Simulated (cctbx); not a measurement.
# A disordered crystal of nominal CrNi2Sn2

Cell a = 6.8650 Å, b = 6.8650 Å, c = 3.4120 Å, α = 90.00°, β = 90.00°, γ = 90.00°; space group P4/mbm (no. 127); nominal formula CrNi2Sn2.

The data are simulated with cctbx, not measured: Mo Kα, λ = 0.71073 Å, to d = 0.75 Å, 95 % of the full sphere, strongest reflection 5000 counts, noise from counting, a 4 % proportional error and a noise floor of 15 counts (s.d.); no absorption, and some extinction, which the refinements don't model.

With every site full:

```text
Rint 0.069, 130 unique reflections to 0.75 A
cycle     R1     wR2    GooF  max shift (A)
   1  0.0970  0.1913   6.234   0.00084
   2  0.0188  0.0335   1.091   0.00000
final R1 0.0188 wR2 0.0335 GooF 1.091  parameters 10  data/parameter 13.0
atom        x        y        z      Ueq    occ   su(xyz)  su(Uiso or U11)
Sn1    0.82195  0.67805  0.50000   0.0090  1.000  0.00007  0.0002
Ni1    0.37609  0.12391  0.00000   0.0151  1.000  0.00014  0.0005
Cr2    0.50000  0.50000  0.00000   0.0087  1.000  0.00000  0.0006
difference map: max 1.63 min -1.37 rms 0.39
Q1    0.0000  0.0000  0.0000    2    1.63  0.00 A from Cr2
Q2    0.2521  0.2479  0.1820    8    1.38  1.30 A from Sn1
Q3    0.0000  0.5000  0.1372    4    1.37  1.29 A from Ni1
Q4    0.0674  0.1419  0.5000    8    1.25  1.45 A from Sn1
Q5    0.0765  0.4235  0.5000    4    1.20  0.99 A from Sn1
Q6    0.0143  0.7105  0.0000    8    1.04  0.96 A from Ni1
```

With the occupancies of the suspect sites free, each still typed as its main element:

```text
Rint 0.069, 130 unique reflections to 0.75 A
cycle     R1     wR2    GooF  max shift (A)
   1  0.0468  0.0859   2.823   0.00028
   3  0.0176  0.0312   1.026   0.00002
final R1 0.0176 wR2 0.0312 GooF 1.025  parameters 12  data/parameter 10.8
atom        x        y        z      Ueq    occ   su(xyz)  su(Uiso or U11)
Sn1    0.82197  0.67803  0.50000   0.0091  1.000  0.00006  0.0002
Ni1    0.37605  0.12395  0.00000   0.0140  0.978  0.00013  0.0006
Cr2    0.50000  0.50000  0.00000   0.0104  1.032  0.00000  0.0009
su of occupancy Ni1: 0.008
su of occupancy Cr2: 0.013
difference map: max 1.36 min -1.36 rms 0.38
Q1    0.2512  0.2488  0.1876    8    1.38  1.28 A from Sn1
Q2    0.0000  0.5000  0.1397    4    1.36  1.29 A from Ni1
Q3    0.0751  0.4249  0.5000    4    1.31  1.00 A from Sn1
Q4    0.0668  0.1401  0.5000    8    1.25  1.46 A from Sn1
Q5    0.0000  0.0000  0.0000    2    1.25  0.00 A from Cr2
Q6    0.0201  0.7062  0.0000    8    1.06  0.91 A from Ni1
```

**Question.** What is the disorder?

X-rays count electrons. Ni1 refines to 0.978(0.008), or 27.4 electrons; the site truly holds 0.9 Ni and 0.1 Cr, 27.6 electrons, which is 0.986 of Ni; Cr2 refines to 1.032(0.013), or 24.8 electrons; the site truly holds 0.8 Cr and 0.2 Ni, 24.8 electrons, which is 1.033 of Cr. All are within 3 s.u. of full, so these data don't show the disorder. Occupancy correlates with U and the scale, and the two elements' form factors differ in shape, so the match is approximate.

Freeing them takes R1 from 0.0188 to 0.0176 and GooF from 1.09 to 1.02.

The model is made up (kin elements in a known structure type, no relaxation), so it says nothing on whether the phase exists.

[Middle refinement cycles are left out of these outputs.]

[Logs are printed without paths, hosts, clocks, repeated set-up lines and the standing remarks that a program may print on its own settings, such as how far it seeks lower states.]
